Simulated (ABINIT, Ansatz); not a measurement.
# A GW run on CsCdCl3 (Pm-3m) in ABINIT, with inputs changed

Aim: change inputs of a GW run on CsCdCl3 (Pm-3m) and see what moves.

Main program and level: ABINIT 10.8.3; LDA and many-body steps on it, plane waves.

The database entry behind the starting cell is an old determination (1928), so it need not match the best structure at ambient conditions.

## Step 1: Starting point

Symmetry: Pm-3m, No. 221, cubic system. The conventional cell has a = 5.200 Å, b = 5.200 Å, c = 5.200 Å, α = 90.00°, β = 90.00°, γ = 90.00°. Cs has 12 Cl at 3.68 Å nearest. Cd has 6 Cl at 2.60 Å nearest. Nearest to Cl lie 2 Cd at 2.60 Å and 4 Cs at 3.68 Å. Farther neighbours and most contacts between anions are not listed.

As a file:

```cif
data_structure
_symmetry_space_group_name_H-M 'P 1'
_symmetry_Int_Tables_number 1
_cell_length_a 5.2000
_cell_length_b 5.2000
_cell_length_c 5.2000
_cell_angle_alpha 90.000
_cell_angle_beta 90.000
_cell_angle_gamma 90.000
_cell_volume 140.61
loop_
_atom_site_label
_atom_site_type_symbol
_atom_site_fract_x
_atom_site_fract_y
_atom_site_fract_z
_atom_site_occupancy
Cs1 Cs 0.00000 0.00000 0.00000 1
Cd2 Cd 0.50000 0.50000 0.50000 1
Cl3 Cl 0.00000 0.50000 0.50000 1
Cl4 Cl 0.50000 0.00000 0.50000 1
Cl5 Cl 0.50000 0.50000 0.00000 1
```

The cell and positions come from the Crystallography Open Database and are kept as given unless a step says otherwise. Spin-orbit coupling is left out unless a step names it.

## Step 2: Screening, 2×2×2 mesh, 196 bands, screening to 141.5 eV

This step: ABINIT 10.8.3; RPA screening on LDA, plane waves, norm-conserving pseudopotentials.

The RPA dielectric matrix is built and inverted for each q.

run.abi reads:

```
acell 3*1.0 Angstrom
rprim 
  5.200000000000 0.000000000000 0.000000000000
  0.000000000000 5.200000000000 0.000000000000
  0.000000000000 0.000000000000 5.200000000000
ntypat 3
znucl 55 48 17
natom 5
typat 1 2 3 3 3
xred 
  0.000000000000 0.000000000000 0.000000000000
  0.500000000000 0.500000000000 0.500000000000
  0.000000000000 0.500000000000 0.500000000000
  0.500000000000 0.000000000000 0.500000000000
  0.500000000000 0.500000000000 0.000000000000
pp_dirpath "pseudos"
pseudos "Cs.upf, Cd.upf, Cl.upf"
ecut 47
ngkpt 2 2 2
nshiftk 1
shiftk 0 0 0
kptopt 1
chksymbreak 0
istwfk *1
occopt 1
irdwfk 1
optdriver 3
nband 196
ecuteps 5.2
inclvkb 2
awtr 1
symchi 1
indata_prefix "in"
outdata_prefix "out"
tmpdata_prefix "tmp"
```

Launch:

```sh
> OMP_NUM_THREADS=1 mpirun -n 4 abinit run.abi > log
```

Log:

```text
.Version 10.8.3 of ABINIT. v10.8.2 released Aug 2026.

 Symmetries : space group Pm -3 m (#221); Bravais cP (primitive cubic)
[... echo of the input left out ...]
== DATASET  1 ==================================================================
-   mpi_nproc: 4, omp_nthreads: 1 (-1 if OMP is not activated)

--- !DatasetInfo
iteration_state: {dtset: 1, }
dimensions: {natom: 5, nkpt: 4, mband: 196, nsppol: 1, nspinor: 1, nspden: 1, mpw: 14604, }
cutoff_energies: {ecut:  47.0, pawecutdg:  -1.0, }
electrons: {nelect:   5.00000000E+01, charge:   0.00000000E+00, occopt:   1.00000000E+00, tsmear:   1.00000000E-02, }

 SCREENING: Calculation of the susceptibility and dielectric matrices

 Based on a program developped by R.W. Godby, V. Olevano, G. Onida, and L. Reining.
 Incorporated in ABINIT by V. Olevano, G.-M. Rignanese, and M. Torrent.
.Using double precision arithmetic ; gwpc =  8

[... cell and pseudopotentials left out ...]
--------------------------------------------------------------------------------

 ==== K-mesh for the wavefunctions ====
 Number of points in the irreducible wedge :     4
[... list of points left out ...]
 Together with 48 symmetry operations and time-reversal symmetry
 yields     8 points in the full Brillouin Zone.

 ==== Q-mesh for the screening function ====
 Number of points in the irreducible wedge :     4
[... list of points left out ...]
 Together with 48 symmetry operations and time-reversal symmetry
 yields     8 points in the full Brillouin Zone.

 setmesh: FFT mesh size selected  =    45x   45x   45
          total number of points  =        91125

 vcoul_init : cutoff-mode = AUXILIARY_FUNCTION
 q-points for optical limit:   1
     1)      0.000010    0.000020    0.000030

- screening: taking advantage of time-reversal symmetry
- Maximum band index for partially occupied states nbvw = 25
- Remaining bands to be divided among processors   nbcw = 171
- Number of bands treated by each node ~42

 Number of electrons calculated from density =   50.0000; Expected =   50.0000
 average of density, n =  0.052694
 r_s =    1.6547
 omega_plasma =   22.1430 [eV]

 calculating chi0 at frequencies [eV] :
  1    0.000000E+00    0.000000E+00
  2    0.000000E+00    2.214304E+01

--------------------------------------------------------------------------------
  q-point number  1        q = ( 0.000000, 0.000000, 0.000000) [r.l.u.]
--------------------------------------------------------------------------------
[... chi0 elements left out ...]
 For q-point:  0.000010 0.000020 0.000030
  dielectric constant =   4.5388
  dielectric constant without local fields =   5.0021

  Average fulfillment of the sum rule on Im[epsilon] for q-point    1 :     64.36  [%]
[... wings left out ...]
  q-point number  2        q = ( 0.500000, 0.000000, 0.000000) [r.l.u.]
--------------------------------------------------------------------------------
[... chi0 elements left out ...]
  Average fulfillment of the sum rule on Im[epsilon] for q-point    2 :     69.93  [%]

 [... 2 further q-points ...]
```

Run time: 100 s. Hardware: 4 MPI ranks of Intel Xeon Platinum 8375C at 2.90GHz (Ice Lake), shared host; peak memory 2.8 GiB; 6.6 min of CPU time.

This step gave:

```
ε∞ with local fields, on this mesh, along the program's q direction : 4.539
the same without local fields                                       : 5.002
plasma frequency                                                    : 22.14 eV
plane waves in the screening matrix                                 : 515
```

Local fields lower ε∞ by 9 %. On a Γ-centred mesh this coarse the value itself is usually too large, while a short band sum pulls it down.

## Step 3: Base

The self-energy is evaluated for the states that the input lists, and the levels follow from it, in one-shot runs by the linearised quasiparticle equation.

This step: G0W0 on LDA, plane waves, norm-conserving pseudopotentials.

run.abi, as its differences from that of step 2:

```diff
@@ -26,8 +26,17 @@
 irdwfk 1
-optdriver 3
+optdriver 4
 nband 196
+gwcalctyp 0
+ecutsigx 47
+symsigma 1
+nkptgw 2
+kptgw 
+  0.5000000000 0.5000000000 0.5000000000
+  0.0000000000 0.0000000000 0.0000000000
+bdgw 
+  24 28
+  23 27
 ecuteps 5.2
-inclvkb 2
-awtr 1
-symchi 1
+irdscr 1
+ppmodel 1
 indata_prefix "in"
```

Log:

```text
.Version 10.8.3 of ABINIT. v10.8.2 released Aug 2026.

 Symmetries : space group Pm -3 m (#221); Bravais cP (primitive cubic)
[... echo of the input left out ...]
== DATASET  1 ==================================================================
-   mpi_nproc: 4, omp_nthreads: 1 (-1 if OMP is not activated)

--- !DatasetInfo
iteration_state: {dtset: 1, }
dimensions: {natom: 5, nkpt: 4, mband: 196, nsppol: 1, nspinor: 1, nspden: 1, mpw: 14604, }
cutoff_energies: {ecut:  47.0, pawecutdg:  -1.0, }
electrons: {nelect:   5.00000000E+01, charge:   0.00000000E+00, occopt:   1.00000000E+00, tsmear:   1.00000000E-02, }

 SIGMA: Calculation of the GW corrections

 Based on a program developped by R.W. Godby, V. Olevano, G. Onida, and L. Reining.
 Incorporated in ABINIT by V. Olevano, G.-M. Rignanese, and M. Torrent.
.Using double precision arithmetic ; gwpc =  8

[... cell and pseudopotentials left out ...]
--------------------------------------------------------------------------------

 ==== K-mesh for the wavefunctions ====
 Number of points in the irreducible wedge :     4
[... list of points left out ...]
 Together with 48 symmetry operations and time-reversal symmetry
 yields     8 points in the full Brillouin Zone.

 ==== Q-mesh for screening function ====
 Number of points in the irreducible wedge :     4
[... list of points left out ...]
 Together with 48 symmetry operations and time-reversal symmetry
 yields     8 points in the full Brillouin Zone.

 vcoul_init : cutoff-mode = AUXILIARY_FUNCTION
 q-points for optical limit:   1
     1)      0.000010    0.000020    0.000030
 setmesh: FFT mesh size selected  =    64x   64x   64
          total number of points  =       262144

 Number of electrons calculated from density =   50.0000; Expected =   50.0000
 average of density, n =  0.052694
 r_s =    1.6547
 omega_plasma =   22.1430 [eV]

 === KS Band Gaps ===
  >>>> For spin  1
   Minimum direct gap =   2.0937 [eV], located at k-point      :   0.0000  0.0000  0.0000
   Fundamental gap    =   1.5109 [eV], Top of valence bands at :   0.5000  0.5000  0.5000
                                       Bottom of conduction at :   0.0000  0.0000  0.0000
 SIGMA fundamental parameters:
 PLASMON POLE MODEL  1
 number of plane-waves for SigmaX                14531
 number of plane-waves for SigmaC and W            515
 number of plane-waves for wavefunctions         14531
 number of bands                                   196
 number of independent spin polarizations            1
 number of spinorial components                      1
 number of k-points in IBZ                           4
 number of q-points in IBZ                           4
 number of symmetry operations                      48
 number of k-points in BZ                            8
 number of q-points in BZ                            8
 number of frequencies for dSigma/dE                 9
 frequency step for dSigma/dE [eV]                0.25
 number of omega for Sigma on real axis              0
 max omega for Sigma on real axis  [eV]           0.00
 zcut for avoiding poles [eV]                     0.10

 EPSILON^-1 parameters (SCR file):
 dimension of the eps^-1 matrix on file            515
 dimension of the eps^-1 matrix used               515
 number of plane-waves for wavefunctions         14531
 number of bands                                   196
 number of q-points in IBZ                           4
 number of frequencies                               2
 number of real frequencies                          1
 number of imag frequencies                          1

 matrix elements of self-energy operator (all in [eV])

 Perturbative Calculation

--- !SelfEnergy_ee
iteration_state: {dtset: 1, }
kpoint     : [   0.500,    0.500,    0.500, ]
spin       : 1
KS_gap     :    5.653
QP_gap     :    7.608
Delta_QP_KS:    1.955
data: !SigmaeeData |
     Band     E0 <VxcDFT>   SigX SigC(E0)      Z dSigC/dE  Sig(E)    E-E0       E
       24   1.681 -17.254 -21.080   2.799   0.792  -0.263 -18.068  -0.814   0.867
       25   1.681 -17.254 -21.080   2.799   0.792  -0.263 -18.068  -0.814   0.867
       26   7.334  -9.931  -5.011  -3.553   0.834  -0.199  -8.790   1.141   8.475
       27   7.334  -9.931  -5.011  -3.553   0.834  -0.199  -8.790   1.141   8.475
       28   7.334  -9.931  -5.011  -3.553   0.834  -0.199  -8.790   1.141   8.475

--- !SelfEnergy_ee
iteration_state: {dtset: 1, }
kpoint     : [   0.000,    0.000,    0.000, ]
spin       : 1
KS_gap     :    2.094
QP_gap     :    4.557
Delta_QP_KS:    2.463
data: !SigmaeeData |
     Band     E0 <VxcDFT>   SigX SigC(E0)      Z dSigC/dE  Sig(E)    E-E0       E
       23   1.098 -14.307 -18.491   2.796   0.786  -0.272 -15.397  -1.091   0.007
       24   1.098 -14.307 -18.491   2.796   0.786  -0.272 -15.397  -1.091   0.007
       25   1.098 -14.307 -18.491   2.796   0.786  -0.272 -15.397  -1.091   0.007
       26   3.192 -13.086  -8.162  -3.257   0.823  -0.215 -11.714   1.372   4.564
       27   7.246  -7.982  -3.357  -3.493   0.847  -0.180  -7.023   0.959   8.205

== END DATASET(S) ==============================================================
================================================================================

 -outvars: echo values of variables after computation  --------
           etotal      0.0000000000E+00
            nband         196
             nkpt           4
          spgroup         221
 [... the other variables as echoed above ...]

 Calculation completed.
```

Run time: 30 s. Hardware: 4 MPI ranks; peak memory 2.3 GiB; 2 min of CPU time.

This step gave:

```
G0W0 gap on the points computed              : 3.697 eV
starting gap on the mesh                     : 1.511 eV
k of the valence top                         : 0.5, 0.5, 0.5
k of the conduction bottom                   : 0, 0, 0
Z at the valence top                         : 0.792
Z at the conduction bottom                   : 0.823
least direct G0W0 gap on the computed points : 4.557 eV
```

The gap on the mesh goes from 1.51 eV to 3.70 eV, a correction of +2.19 eV.

## Step 4: Broadening of the poles

run.abi, as its differences from that of step 3:

```diff
@@ -41,2 +41,3 @@
 ppmodel 1
+zcut 0.5 eV
 indata_prefix "in"
```

Log:

```text
.Version 10.8.3 of ABINIT. v10.8.2 released Aug 2026.

 Symmetries : space group Pm -3 m (#221); Bravais cP (primitive cubic)
[... echo of the input left out ...]
== DATASET  1 ==================================================================
-   mpi_nproc: 4, omp_nthreads: 1 (-1 if OMP is not activated)

--- !DatasetInfo
iteration_state: {dtset: 1, }
dimensions: {natom: 5, nkpt: 4, mband: 196, nsppol: 1, nspinor: 1, nspden: 1, mpw: 14604, }
cutoff_energies: {ecut:  47.0, pawecutdg:  -1.0, }
electrons: {nelect:   5.00000000E+01, charge:   0.00000000E+00, occopt:   1.00000000E+00, tsmear:   1.00000000E-02, }

 SIGMA: Calculation of the GW corrections

 Based on a program developped by R.W. Godby, V. Olevano, G. Onida, and L. Reining.
 Incorporated in ABINIT by V. Olevano, G.-M. Rignanese, and M. Torrent.
.Using double precision arithmetic ; gwpc =  8

[... cell and pseudopotentials left out ...]
--------------------------------------------------------------------------------

 ==== K-mesh for the wavefunctions ====
 Number of points in the irreducible wedge :     4
[... list of points left out ...]
 Together with 48 symmetry operations and time-reversal symmetry
 yields     8 points in the full Brillouin Zone.

 ==== Q-mesh for screening function ====
 Number of points in the irreducible wedge :     4
[... list of points left out ...]
 Together with 48 symmetry operations and time-reversal symmetry
 yields     8 points in the full Brillouin Zone.

 vcoul_init : cutoff-mode = AUXILIARY_FUNCTION
 q-points for optical limit:   1
     1)      0.000010    0.000020    0.000030
 setmesh: FFT mesh size selected  =    64x   64x   64
          total number of points  =       262144

 Number of electrons calculated from density =   50.0000; Expected =   50.0000
[...]
number of omega for Sigma on real axis              0
 max omega for Sigma on real axis  [eV]           0.00
 zcut for avoiding poles [eV]                     0.50

 EPSILON^-1 parameters (SCR file):
 dimension of the eps^-1 matrix on file            515
 dimension of the eps^-1 matrix used               515
 number of plane-waves for wavefunctions         14531
 number of bands                                   196
 number of q-points in IBZ                           4
 number of frequencies                               2
 number of real frequencies                          1
 number of imag frequencies                          1

 matrix elements of self-energy operator (all in [eV])

 Perturbative Calculation

--- !SelfEnergy_ee
iteration_state: {dtset: 1, }
kpoint     : [   0.500,    0.500,    0.500, ]
spin       : 1
KS_gap     :    5.653
QP_gap     :    7.608
Delta_QP_KS:    1.954
data: !SigmaeeData |
     Band     E0 <VxcDFT>   SigX SigC(E0)      Z dSigC/dE  Sig(E)    E-E0       E
       24   1.681 -17.254 -21.080   2.799   0.792  -0.263 -18.067  -0.813   0.868
       25   1.681 -17.254 -21.080   2.799   0.792  -0.263 -18.067  -0.813   0.868
       26   7.334  -9.931  -5.011  -3.553   0.834  -0.199  -8.790   1.141   8.475
[...]
--- !SelfEnergy_ee
iteration_state: {dtset: 1, }
kpoint     : [   0.000,    0.000,    0.000, ]
spin       : 1
KS_gap     :    2.094
QP_gap     :    4.557
Delta_QP_KS:    2.463
data: !SigmaeeData |
     Band     E0 <VxcDFT>   SigX SigC(E0)      Z dSigC/dE  Sig(E)    E-E0       E
[...]
26   3.192 -13.086  -8.162  -3.257   0.823  -0.215 -11.714   1.372   4.564
       27   7.246  -7.982  -3.357  -3.493   0.847  -0.180  -7.023   0.959   8.205

== END DATASET(S) ==============================================================
================================================================================

 -outvars: echo values of variables after computation  --------
           etotal      0.0000000000E+00
            nband         196
             nkpt           4
          spgroup         221
 [... the other variables as echoed above ...]

 Calculation completed.
```

Elapsed: 29 s, on 4 MPI ranks; peak memory 2.3 GiB.

Numbers from this step:

```yaml
g0w0_gap_on_the_points_computed: 3.696 eV
starting_gap_on_the_mesh: 1.511 eV
k_of_the_valence_top: 0.5, 0.5, 0.5
k_of_the_conduction_bottom: 0, 0, 0
z_at_the_valence_top: 0.792
z_at_the_conduction_bottom: 0.823
least_direct_g0w0_gap_on_the_computed_points: 4.557 eV
```

Against G0W0 in ABINIT (2×2×2 mesh, 196 bands, screening to 141.5 eV, Godby-Needs plasmon pole), the gap moves by −0.001 eV.

## Step 5: The runs together

Times are wall times on 4 MPI ranks of Intel Xeon Platinum 8375C at 2.90GHz (Ice Lake), shared host, good to a factor of about two. A run's time includes the screening step that it read.

```tsv
run	mesh	bands	screening cutoff (eV)	DFT gap (eV)	gap on the mesh (eV)	direct (eV)	ε∞ used	time
base	2×2×2	196	141.5	1.511	3.697	4.557	4.54	2.2 min
broadening of the poles	2×2×2	196	141.5	1.511	3.696	4.557	4.54	2.1 min
```

## Step 6: Outcome

* base: 3.697 eV
* broadening of the poles: 3.696 eV
* known limits: not at the basis limit; d shell near the gap, gap tends to lie low; no spin-orbit coupling; coarse k mesh

In words: Broadening of the poles: no change against base (keys changed: zcut). Bands and cutoff are finite, so the gap is not at the basis limit. The miss can reach some tenths of an eV and take either sign; the mesh is an error of its own. In the first G0W0 run levels were corrected at 2 k points alone, so a gap called «on the mesh» is the least over those, and an edge elsewhere would be missed. The 2×2×2 mesh is coarse for this cell, which bears on the long-range parts of exchange and screening. This is the ideal cubic cell; many perovskites, halides above all, are cubic only on average, and local tilts or off-centring can widen the gap. A d shell, filled or nearly so, lies near the gap. One-shot GW converges very slowly in bands there, not always from below, and on a semilocal start the gap tends to come out low; starts rich in exact exchange can overshoot instead. The many-body steps are scalar-relativistic: spin-orbit coupling is not in them.

[Paths, hosts, dates, memory and timing lines, banners, echoed tables and standing remarks are left out of the program output.]

[Logs are printed without paths, hosts, clocks, repeated set-up lines and the standing remarks that a program may print on its own settings, such as how far it seeks lower states.]

[Runs of the session that timed out or met a known fault of the program may be left out.]

[No measured gap is set beside runs whose start may be inverted or whose files or cutoffs have a known fault.]

[Hosts, paths, dates, database ids (printed as entryN), source tags and the programs' standing remarks are cut or masked in the printed files.]

[G0W0 gaps are taken among the corrected bands and points alone; a level outside them can change the order at an edge.]

[Where Ansatz stands beside ABINIT at settings called matched, ABINIT's density can come from a denser mesh and the files from another edition; pairs whose starting gaps differed by over 0.03 eV were left out, so agreement reads better than it is.]
